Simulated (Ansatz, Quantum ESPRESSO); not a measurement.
# Evanescent states of MgS, rock salt type, lattice constant set to 5.23 Å, part 2 of 3

Aim: how fast states decay in the gap of MgS, rock salt type, lattice constant set to 5.23 Å.

Quantum ESPRESSO 7.5; plane-wave DFT, PBE, SG15 norm-conserving pseudopotentials; cross-check by Ansatz 0.2.0 with PAW datasets.

So far. Step 2 (Self-consistent run): The run needed 10 iterations to bring the estimated error under 1e-09 Ry.

The structure was built from a prototype and need not be the compound's stable phase.

## (3) Complex band structure

Level of this step: complex band structure by pwcond; plane-wave DFT, PBE, SG15 norm-conserving pseudopotentials (Quantum ESPRESSO).

ikind = 0 solves one period of the crystal for all kz, real and complex, at each energy and k across. ewind and epsproj trim the two-dimensional plane-wave basis; nz1 sets the subslabs.

File cbs.in:

```
&inputcond
  outdir = './out'
  prefixl = 'scf'
  band_file = 'cbs'
  ikind = 0
  ewind = 4.0
  epsproj = 1e-05
  nz1 = 7
  energy0 = 6.9
  denergy = -0.23
/
4
  0.00000000 0.00000000 1.00000000
  0.50000000 0.00000000 1.00000000
  0.50000000 0.50000000 1.00000000
  0.25000000 0.00000000 1.00000000
40
```

Started as:

```console
$ OMP_NUM_THREADS=1 mpirun -n 2 pwcond.x -in cbs.in > cbs.out
```

The log of the run:

```text
[banner, memory and clock lines left out]
Program PWCOND v.7.5 starts

          URL

     ./out/scf.save/

     IMPORTANT: XC functional enforced from input :
     Exchange-correlation= PBE
                           (   1   4   3   4   0   0   0)
     Any further DFT definition will be discarded
     Please, verify this is what you really want

     Reading collected, re-writing distributed wavefunctions

===== INPUT FILE containing the left lead =====

     GEOMETRY:

     lattice parameter (alat)  =       6.9885  a.u.
     the volume                =     482.6937 (a.u.)^3
     the cross section         =      48.8395 (a.u.)^2
     l of the unit cell        =       1.4142 (alat)
     number of atoms/cell      =            4
     number of atomic types    =            2

     crystal axes: (cart. coord. in units of alat)
               a(1) = (  1.0000  0.0000  0.0000 )
               a(2) = (  0.0000  1.0000  0.0000 )
               a(3) = (  0.0000  0.0000  1.4142 )

   Cartesian axes

     site n.     atom                  positions (alat units)
          1        Mg     tau(  1)=(  0.0000  0.0000  1.4142  )
          2        S      tau(  2)=(  0.5000  0.5000  1.4142  )
          3        Mg     tau(  3)=(  0.5000  0.5000  0.7071  )
          4        S      tau(  4)=(  0.0000  0.0000  0.7071  )

     nr1s                      =           36
     nr2s                      =           36
     nr3s                      =           50
     nr1sx                     =           36
     nr2sx                     =           36
     nr3sx                     =           50
     nr1                       =           36
     nr2                       =           36
     nr3                       =           50
     nr1x                      =           36
     nr2x                      =           36
     nr3x                      =           50

 _______________________________
  Radii of nonlocal spheres:

     type       ibeta     ang. mom.          radius (alat units)
       Mg         1         0                    0.1760
       Mg         2         0                    0.1774
       Mg         3         1                    0.3248
       Mg         4         1                    0.3434
       S          1         0                    0.2862
       S          2         0                    0.2948
       S          3         1                    0.2132
       S          4         1                    0.2118
----- General information -----

----- Complex band structure calculation -----

     nrx                       =           36
     nry                       =           36
     nz1                       =            7

     energy0               =         6.9E+00
     denergy               =        -2.3E-01
     nenergy               =         40
     ecut2d                =         6.0E+01
     ewind                 =         4.0E+00
     epsproj               =         1.0E-05

     number of k_|| points=    4
                       cryst. coord.
        k(    1) = (   0.0000000   0.0000000), wk =   0.2500000
        k(    2) = (   0.5000000   0.0000000), wk =   0.2500000
        k(    3) = (   0.5000000   0.5000000), wk =   0.2500000
        k(    4) = (   0.2500000   0.0000000), wk =   0.2500000
----- Information about left lead -----

     nocros                   =           16
     noins                    =           16
     norb                     =           48
     norbf                    =           48
     nrz                      =           50

      iorb      type   ibeta   ang. mom.   m       position (alat)
        1        1       1        0        1   taunew(   1)=(  0.0000  0.0000  0.0000)
        2        1       2        0        1   taunew(   2)=(  0.0000  0.0000  0.0000)
        3        1       3        1        1   taunew(   3)=(  0.0000  0.0000  0.0000)
        4        1       3        1        2   taunew(   4)=(  0.0000  0.0000  0.0000)
        5        1       3        1        3   taunew(   5)=(  0.0000  0.0000  0.0000)
        6        1       4        1        1   taunew(   6)=(  0.0000  0.0000  0.0000)
        7        1       4        1        2   taunew(   7)=(  0.0000  0.0000  0.0000)
        8        1       4        1        3   taunew(   8)=(  0.0000  0.0000  0.0000)
        9        2       1        0        1   taunew(   9)=(  0.5000  0.5000  0.0000)
       10        2       2        0        1   taunew(  10)=(  0.5000  0.5000  0.0000)
       11        2       3        1        1   taunew(  11)=(  0.5000  0.5000  0.0000)
       12        2       3        1        2   taunew(  12)=(  0.5000  0.5000  0.0000)
       13        2       3        1        3   taunew(  13)=(  0.5000  0.5000  0.0000)
       14        2       4        1        1   taunew(  14)=(  0.5000  0.5000  0.0000)
       15        2       4        1        2   taunew(  15)=(  0.5000  0.5000  0.0000)
       16        2       4        1        3   taunew(  16)=(  0.5000  0.5000  0.0000)
       17        1       1        0        1   taunew(  17)=(  0.5000  0.5000  0.7071)
       18        1       2        0        1   taunew(  18)=(  0.5000  0.5000  0.7071)
       19        1       3        1        1   taunew(  19)=(  0.5000  0.5000  0.7071)
       20        1       3        1        2   taunew(  20)=(  0.5000  0.5000  0.7071)
       21        1       3        1        3   taunew(  21)=(  0.5000  0.5000  0.7071)
       22        1       4        1        1   taunew(  22)=(  0.5000  0.5000  0.7071)
       23        1       4        1        2   taunew(  23)=(  0.5000  0.5000  0.7071)
       24        1       4        1        3   taunew(  24)=(  0.5000  0.5000  0.7071)
       25        2       1        0        1   taunew(  25)=(  0.0000  0.0000  0.7071)
       26        2       2        0        1   taunew(  26)=(  0.0000  0.0000  0.7071)
       27        2       3        1        1   taunew(  27)=(  0.0000  0.0000  0.7071)
       28        2       3        1        2   taunew(  28)=(  0.0000  0.0000  0.7071)
       29        2       3        1        3   taunew(  29)=(  0.0000  0.0000  0.7071)
       30        2       4        1        1   taunew(  30)=(  0.0000  0.0000  0.7071)
       31        2       4        1        2   taunew(  31)=(  0.0000  0.0000  0.7071)
       32        2       4        1        3   taunew(  32)=(  0.0000  0.0000  0.7071)
       33        1       1        0        1   taunew(  33)=(  0.0000  0.0000  1.4142)
       34        1       2        0        1   taunew(  34)=(  0.0000  0.0000  1.4142)
       35        1       3        1        1   taunew(  35)=(  0.0000  0.0000  1.4142)
       36        1       3        1        2   taunew(  36)=(  0.0000  0.0000  1.4142)
       37        1       3        1        3   taunew(  37)=(  0.0000  0.0000  1.4142)
       38        1       4        1        1   taunew(  38)=(  0.0000  0.0000  1.4142)
       39        1       4        1        2   taunew(  39)=(  0.0000  0.0000  1.4142)
       40        1       4        1        3   taunew(  40)=(  0.0000  0.0000  1.4142)
       41        2       1        0        1   taunew(  41)=(  0.5000  0.5000  1.4142)
       42        2       2        0        1   taunew(  42)=(  0.5000  0.5000  1.4142)
       43        2       3        1        1   taunew(  43)=(  0.5000  0.5000  1.4142)
       44        2       3        1        2   taunew(  44)=(  0.5000  0.5000  1.4142)
       45        2       3        1        3   taunew(  45)=(  0.5000  0.5000  1.4142)
       46        2       4        1        1   taunew(  46)=(  0.5000  0.5000  1.4142)
       47        2       4        1        2   taunew(  47)=(  0.5000  0.5000  1.4142)
       48        2       4        1        3   taunew(  48)=(  0.5000  0.5000  1.4142)
    k slab    z(k)  z(k+1)     crossing(iorb=1,norb)
    1   0.0000 0.0283 0.0283   111111111111111100000000000000000000000000000000
    2   0.0283 0.0566 0.0283   111111111111111100000000000000000000000000000000
    3   0.0566 0.0849 0.0283   111111111111111100000000000000000000000000000000
    4   0.0849 0.1131 0.0283   111111111111111100000000000000000000000000000000
    5   0.1131 0.1414 0.0283   111111111111111100000000000000000000000000000000
    6   0.1414 0.1697 0.0283   111111111111111100000000000000000000000000000000
    7   0.1697 0.1980 0.0283   111111111111111100000000000000000000000000000000
    8   0.1980 0.2263 0.0283   001111111111111100000000000000000000000000000000
    9   0.2263 0.2546 0.0283   001111111100000000000000000000000000000000000000
   10   0.2546 0.2828 0.0283   001111111100000000000000000000000000000000000000
   11   0.2828 0.3111 0.0283   001111111100000000000000000000000000000000000000
   12   0.3111 0.3394 0.0283   001111110000000000000000000000000000000000000000
   13   0.3394 0.3677 0.0283   000001110000000000000111000000000000000000000000
   14   0.3677 0.3960 0.0283   000000000000000000111111000000000000000000000000
   15   0.3960 0.4243 0.0283   000000000000000000111111110000000000000000000000
   16   0.4243 0.4525 0.0283   000000000000000000111111110000000000000000000000
   17   0.4525 0.4808 0.0283   000000000000000000111111110000000000000000000000
   18   0.4808 0.5091 0.0283   000000000000000000111111111111110000000000000000
   19   0.5091 0.5374 0.0283   000000000000000011111111111111110000000000000000
   20   0.5374 0.5657 0.0283   000000000000000011111111111111110000000000000000
   21   0.5657 0.5940 0.0283   000000000000000011111111111111110000000000000000
   22   0.5940 0.6223 0.0283   000000000000000011111111111111110000000000000000
   23   0.6223 0.6505 0.0283   000000000000000011111111111111110000000000000000
   24   0.6505 0.6788 0.0283   000000000000000011111111111111110000000000000000
   25   0.6788 0.7071 0.0283   000000000000000011111111111111110000000000000000
   26   0.7071 0.7354 0.0283   000000000000000011111111111111110000000000000000
   27   0.7354 0.7637 0.0283   000000000000000011111111111111110000000000000000
   28   0.7637 0.7920 0.0283   000000000000000011111111111111110000000000000000
   29   0.7920 0.8202 0.0283   000000000000000011111111111111110000000000000000
   30   0.8202 0.8485 0.0283   000000000000000011111111111111110000000000000000
   31   0.8485 0.8768 0.0283   000000000000000011111111111111110000000000000000
   32   0.8768 0.9051 0.0283   000000000000000011111111111111110000000000000000
   33   0.9051 0.9334 0.0283   000000000000000000111111111111110000000000000000
   34   0.9334 0.9617 0.0283   000000000000000000111111110000000000000000000000
   35   0.9617 0.9899 0.0283   000000000000000000111111110000000000000000000000
   36   0.9899 1.0182 0.0283   000000000000000000111111110000000000000000000000
   37   1.0182 1.0465 0.0283   000000000000000000111111000000000000000000000000
   38   1.0465 1.0748 0.0283   000000000000000000000111000000000000011100000000
   39   1.0748 1.1031 0.0283   000000000000000000000000000000000011111100000000
   40   1.1031 1.1314 0.0283   000000000000000000000000000000000011111111000000
   41   1.1314 1.1597 0.0283   000000000000000000000000000000000011111111000000
   42   1.1597 1.1879 0.0283   000000000000000000000000000000000011111111000000
   43   1.1879 1.2162 0.0283   000000000000000000000000000000000011111111111111
   44   1.2162 1.2445 0.0283   000000000000000000000000000000001111111111111111
   45   1.2445 1.2728 0.0283   000000000000000000000000000000001111111111111111
   46   1.2728 1.3011 0.0283   000000000000000000000000000000001111111111111111
   47   1.3011 1.3294 0.0283   000000000000000000000000000000001111111111111111
   48   1.3294 1.3576 0.0283   000000000000000000000000000000001111111111111111
   49   1.3576 1.3859 0.0283   000000000000000000000000000000001111111111111111
   50   1.3859 1.4142 0.0283   000000000000000000000000000000001111111111111111
 ngper, shell number =          241          35
 ngper, n2d =          241          92
---  E-Ef =    6.9000000  k =    0.0000000   0.0000000
---  ie =          1  ik =          1
 Nchannels of the left tip =            1
 Right moving states:
   k1(2pi/a)   k2(2pi/a)   E-Ef (eV)
  -0.2761811   0.0000000   6.9000000
 Left moving states:
   k1(2pi/a)   k2(2pi/a)   E-Ef (eV)
   0.2761811  -0.0000000   6.9000000

---  E-Ef =    6.6700000  k =    0.0000000   0.0000000
---  ie =          2  ik =          1
 Nchannels of the left tip =            1
 Right moving states:
   k1(2pi/a)   k2(2pi/a)   E-Ef (eV)
  -0.3160834  -0.0000000   6.6700000
 Left moving states:
   k1(2pi/a)   k2(2pi/a)   E-Ef (eV)
   0.3160834  -0.0000000   6.6700000
[... further energies and points left out ...]
---  E-Ef =   -1.8400000  k =    0.2500000   0.0000000
---  ie =         39  ik =          4
 Nchannels of the left tip =            1
 Right moving states:
   k1(2pi/a)   k2(2pi/a)   E-Ef (eV)
   0.3092329   0.0000000  -1.8400000
 Left moving states:
   k1(2pi/a)   k2(2pi/a)   E-Ef (eV)
  -0.3092329   0.0000000  -1.8400000

---  E-Ef =   -2.0700000  k =    0.2500000   0.0000000
---  ie =         40  ik =          4
 Nchannels of the left tip =            2
 Right moving states:
   k1(2pi/a)   k2(2pi/a)   E-Ef (eV)
  -0.0832163  -0.0000000  -2.0700000
   0.2657498   0.0000000  -2.0700000
 Left moving states:
   k1(2pi/a)   k2(2pi/a)   E-Ef (eV)
   0.0832163  -0.0000000  -2.0700000
  -0.2657498   0.0000000  -2.0700000

Note: The following floating-point exceptions are signalling: IEEE_UNDERFLOW_FLAG
Note: The following floating-point exceptions are signalling: IEEE_UNDERFLOW_FLAG
```

Elapsed: 2.4 min, on 2 MPI ranks of Arm Neoverse N1, shared host; peak memory 0.11 GiB; 4.8 min of CPU time.

Numbers from this step:

- peak of the smallest κ at the zone centre: 0.23 Å⁻¹
- energy of the peak at the zone centre: 1.61 eV
- peak of the smallest κ at (1/2, 0): 0.341 Å⁻¹
- peak of the smallest κ at (1/2, 1/2): 0.332 Å⁻¹
- peak of the smallest κ at (1/4, 0): 0.367 Å⁻¹

K across = (0, 0) in the cell's reciprocal vectors; values within 0.0025 1/Å of each other count once, columns are sorted by size at each energy, a dash where no further value was kept. Table of Im kz of the slowest decaying states by energy, zero at the highest filled level of the SCF mesh:

| energy (eV) | decay 1 (Å⁻¹) | decay 2 (Å⁻¹) | decay 3 (Å⁻¹) |
| --- | --- | --- | --- |
| -2.07 | 0.439 | 0.746 | 1.34 |
| -1.84 | 0.301 | 0.73 | 1.32 |
| -1.38 | 0.697 | 1.27 | 1.81 |
| -1.15 | 0.679 | 1.25 | 1.79 |
| -0.92 | 0.662 | 1.22 | 1.78 |
| -0.46 | 0.624 | 1.17 | 1.76 |
| -0.23 | 0.603 | 1.14 | 1.74 |
| 0.00 | 0.009 | 0.014 | 0.582 |
| 0.46 | 0.159 | 0.316 | 0.536 |
| 0.69 | 0.186 | 0.374 | 0.51 |
| 0.92 | 0.205 | 0.416 | 0.483 |
| 1.38 | 0.226 | 0.422 | 0.476 |
| 1.61 | 0.23 | 0.387 | 0.497 |
| 1.84 | 0.23 | 0.348 | 0.514 |
| 2.30 | 0.219 | 0.249 | 0.538 |
| 2.53 | 0.177 | 0.207 | 0.546 |
| 2.99 | 0.168 | 0.555 | 0.647 |
| 3.22 | 0.136 | 0.557 | 0.596 |
| 3.45 | 0.085 | 0.539 | 0.557 |
| 3.91 | 0.401 | 0.552 | 1.39 |
| 4.14 | 0.309 | 0.547 | 1.37 |
| 4.37 | 0.172 | 0.541 | 1.34 |
| 4.83 | 0.524 | 1.29 | 1.45 |
| 5.06 | 0.513 | 1.27 | 1.43 |
| 5.29 | 0.501 | 1.24 | 1.42 |
| 5.75 | 0.106 | 0.471 | 1.19 |
| 5.98 | 0.123 | 0.453 | 1.16 |
| 6.21 | 0.132 | 0.432 | 1.13 |
| 6.67 | 0.134 | 0.383 | 1.07 |
| 6.90 | 0.127 | 0.353 | 1.04 |

K across = (0, 0) in the cell's reciprocal vectors. Table of Re kz of states that move upwards by energy, zero at the highest filled level of the SCF mesh:

| energy (eV) | channel 1 (Å⁻¹) | channel 2 (Å⁻¹) | channel 3 (Å⁻¹) |
| --- | --- | --- | --- |
| -2.07 | -0.508 | - | - |
| -1.84 | -0.462 | - | - |
| -1.38 | -0.373 | 0.357 | 0.357 |
| -1.15 | -0.329 | 0.497 | 0.497 |
| -0.92 | -0.589 | -0.589 | -0.284 |
| -0.46 | -0.374 | -0.374 | -0.186 |
| -0.23 | -0.252 | -0.252 | -0.126 |
| 0.00 | - | - | - |
| 0.46 | - | - | - |
| 0.69 | - | - | - |
| 0.92 | - | - | - |
| 1.38 | - | - | - |
| 1.61 | - | - | - |
| 1.84 | - | - | - |
| 2.30 | - | - | - |
| 2.53 | - | - | - |
| 2.99 | 0.178 | - | - |
| 3.22 | 0.254 | - | - |
| 3.45 | 0.313 | - | - |
| 3.91 | 0.143 | 0.410 | - |
| 4.14 | 0.192 | 0.453 | - |
| 4.37 | 0.236 | 0.495 | - |
| 4.83 | 0.320 | 0.322 | 0.577 |
| 5.06 | -0.579 | 0.365 | 0.414 |
| 5.29 | -0.517 | 0.428 | 0.489 |
| 5.75 | -0.586 | - | - |
| 5.98 | -0.531 | - | - |
| 6.21 | -0.478 | - | - |
| 6.67 | -0.380 | - | - |
| 6.90 | -0.332 | - | - |

K across = (1/2, 0) in the cell's reciprocal vectors; values within 0.0025 1/Å of each other count once, columns are sorted by size at each energy, a dash where no further value was kept. Table of Im kz of the slowest decaying states by energy, zero at the highest filled level of the SCF mesh:

| energy (eV) | decay 1 (Å⁻¹) | decay 2 (Å⁻¹) | decay 3 (Å⁻¹) |
| --- | --- | --- | --- |
| -2.07 | 1.09 | 1.29 | 2.17 |
| -1.84 | 1.04 | 1.27 | 2.16 |
| -1.61 | 0.98 | 1.25 | 2.15 |
| -1.38 | 0.912 | 1.23 | 2.13 |
| -1.15 | 0.826 | 1.21 | - |
| -0.92 | 0.705 | 1.19 | 2.10 |
| -0.69 | 0.456 | 1.16 | 2.09 |
| -0.46 | 0.103 | 0.483 | 1.14 |
| -0.23 | 0.176 | 0.659 | 1.11 |
| 0.00 | 0.22 | 0.733 | 1.09 |
| 0.46 | 0.278 | 0.8 | 1.04 |
| 0.69 | 0.298 | 0.816 | 1.02 |
| 0.92 | 0.313 | 0.826 | 0.993 |
| 1.15 | 0.325 | 0.83 | 0.967 |
| 1.38 | 0.333 | 0.831 | 0.942 |
| 1.61 | 0.338 | 0.828 | 0.915 |
| 1.84 | 0.341 | 0.824 | 0.889 |
| 2.07 | 0.34 | 0.816 | 0.862 |
| 2.30 | 0.337 | 0.807 | 0.834 |
| 2.53 | 0.332 | 0.796 | 0.806 |
| 2.76 | 0.323 | 0.777 | 0.784 |
| 2.99 | 0.311 | 0.747 | 0.77 |
| 3.22 | 0.296 | 0.717 | 0.754 |
| 3.45 | 0.277 | 0.685 | 0.737 |
| 3.68 | 0.253 | 0.652 | 0.718 |
| 3.91 | 0.222 | 0.618 | 0.698 |
| 4.14 | 0.181 | 0.581 | - |
| 4.37 | 0.121 | 0.542 | 0.653 |
| 4.83 | 0.453 | 0.6 | 1.67 |
| 5.06 | 0.399 | 0.571 | - |
| 5.29 | 0.333 | 0.539 | 1.63 |
| 5.52 | 0.24 | 0.503 | - |
| 5.75 | 0.099 | 0.464 | - |
| 5.98 | 0.129 | 0.419 | 1.57 |
| 6.21 | 0.109 | 0.368 | - |
| 6.44 | 0.034 | 0.305 | - |
| 6.67 | 0.222 | 0.225 | 1.50 |
| 6.90 | 0.059 | 0.068 | 1.48 |

K across = (1/2, 1/2) in the cell's reciprocal vectors; values within 0.0025 1/Å of each other count once, columns are sorted by size at each energy, a dash where no further value was kept. The Im kz of the slowest decaying states by energy, zero at the highest filled level of the SCF mesh:

| energy (eV) | decay 1 (Å⁻¹) | decay 2 (Å⁻¹) | decay 3 (Å⁻¹) |
| --- | --- | --- | --- |
| -2.07 | 2.07 | 2.31 | - |
| -1.84 | 2.06 | 2.30 | - |
| -1.61 | 0.068 | 0.079 | 2.05 |
| -1.38 | 0.181 | 0.197 | 2.04 |
| -1.15 | 0.238 | 0.25 | 2.02 |
| -0.92 | 0.278 | 0.283 | 2.01 |
| -0.69 | 0.305 | 2.00 | 2.23 |
| -0.46 | 0.319 | 0.329 | 1.99 |
| -0.23 | 0.327 | 0.347 | 1.97 |
| 0.00 | 0.331 | 0.36 | 1.96 |
| 0.46 | 0.329 | 0.376 | 1.93 |
| 0.69 | 0.323 | 0.38 | 1.92 |
| 0.92 | 0.314 | 0.382 | 1.91 |
| 1.15 | 0.302 | 0.381 | 1.90 |
| 1.38 | 0.287 | 0.378 | 1.88 |
| 1.61 | 0.269 | 0.374 | 1.87 |
| 1.84 | 0.246 | 0.368 | 1.86 |
| 2.07 | 0.217 | 0.359 | 1.84 |
| 2.30 | 0.181 | 0.349 | 1.83 |
| 2.53 | 0.131 | 0.336 | 1.81 |
| 2.76 | 0.012 | 0.322 | 1.80 |
| 2.99 | 0.305 | 1.79 | 1.99 |
| 3.22 | 0.284 | 1.77 | 1.98 |
| 3.45 | 0.261 | 1.76 | 1.96 |
| 3.68 | 0.233 | 1.75 | 1.95 |
| 3.91 | 0.199 | 1.73 | 1.93 |
| 4.14 | 0.155 | 1.72 | 1.91 |
| 4.37 | 0.087 | 1.70 | 1.90 |
| 4.83 | 1.67 | 1.86 | 1.97 |
| 5.06 | 1.66 | 1.85 | 1.92 |
| 5.29 | 0.052 | 1.64 | 1.83 |
| 5.52 | 0.096 | 1.63 | 1.81 |
| 5.75 | 0.119 | 1.61 | 1.80 |
| 5.98 | 0.133 | 1.60 | 1.77 |
| 6.21 | 0.142 | 1.58 | 1.74 |
| 6.44 | 0.145 | 1.56 | 1.70 |
| 6.67 | 0.145 | 1.55 | 1.66 |
| 6.90 | 0.142 | 1.53 | 1.63 |

K across = (1/4, 0) in the cell's reciprocal vectors; values within 0.0025 1/Å of each other count once, columns are sorted by size at each energy, a dash where no further value was kept. The Im kz of the slowest decaying states by energy, zero at the highest filled level of the SCF mesh:

| energy (eV) | decay 1 (Å⁻¹) | decay 2 (Å⁻¹) | decay 3 (Å⁻¹) |
| --- | --- | --- | --- |
| -2.07 | 0.615 | 1.05 | 1.61 |
| -1.84 | 0.069 | 0.518 | 1.02 |
| -1.61 | 0.121 | 0.391 | 0.999 |
| -1.38 | 0.14 | 0.172 | 0.974 |
| -1.15 | 0.14 | 0.948 | 1.51 |
| -0.92 | 0.117 | 0.923 | 1.48 |
| -0.69 | 0.897 | 1.46 | 1.50 |
| -0.46 | 0.871 | 1.43 | 1.48 |
| -0.23 | 0.098 | 0.845 | 1.40 |
| 0.00 | 0.185 | 0.197 | 0.818 |
| 0.46 | 0.272 | 0.431 | 0.765 |
| 0.69 | 0.299 | 0.497 | 0.737 |
| 0.92 | 0.32 | 0.548 | 0.709 |
| 1.15 | 0.336 | 0.591 | 0.68 |
| 1.38 | 0.348 | 0.629 | 0.65 |
| 1.61 | 0.357 | 0.62 | 0.662 |
| 1.84 | 0.363 | 0.588 | 0.694 |
| 2.07 | 0.366 | 0.554 | 0.725 |
| 2.30 | 0.367 | 0.519 | 0.76 |
| 2.53 | 0.365 | 0.481 | 0.808 |
| 2.76 | 0.36 | 0.439 | 0.869 |
| 2.99 | 0.353 | 0.394 | 0.856 |
| 3.22 | 0.342 | 0.843 | 1.10 |
| 3.45 | 0.28 | 0.33 | 0.828 |
| 3.68 | 0.198 | 0.313 | 0.811 |
| 3.91 | 0.292 | 0.794 | 1.00 |
| 4.14 | 0.266 | 0.775 | 0.969 |
| 4.37 | 0.231 | 0.755 | 0.931 |
| 4.83 | 0.097 | 0.712 | 0.85 |
| 5.06 | 0.688 | 0.806 | 0.929 |
| 5.29 | 0.043 | 0.05 | 0.662 |
| 5.52 | 0.108 | 0.131 | 0.634 |
| 5.75 | 0.127 | 0.158 | 0.605 |
| 5.98 | 0.129 | 0.17 | 0.573 |
| 6.21 | 0.116 | 0.171 | 0.502 |
| 6.44 | 0.074 | 0.164 | 0.395 |
| 6.67 | 0.148 | 0.175 | 0.46 |
| 6.90 | 0.122 | 0.191 | 0.413 |

[end of part 2 of 3]

[Logs are printed without paths, hosts, clocks, repeated set-up lines and the standing remarks that a program may print on its own settings, such as how far it seeks lower states.]

[Hosts, paths, dates, database ids (printed as entryN), source tags and the programs' standing remarks are cut or masked in the printed files.]

[Maps of the electrostatic potential energy from Ansatz leave out the sawtooth potential of an applied field or a dipole correction, so their vacuum need not be flat; planar profiles and work functions include it.]
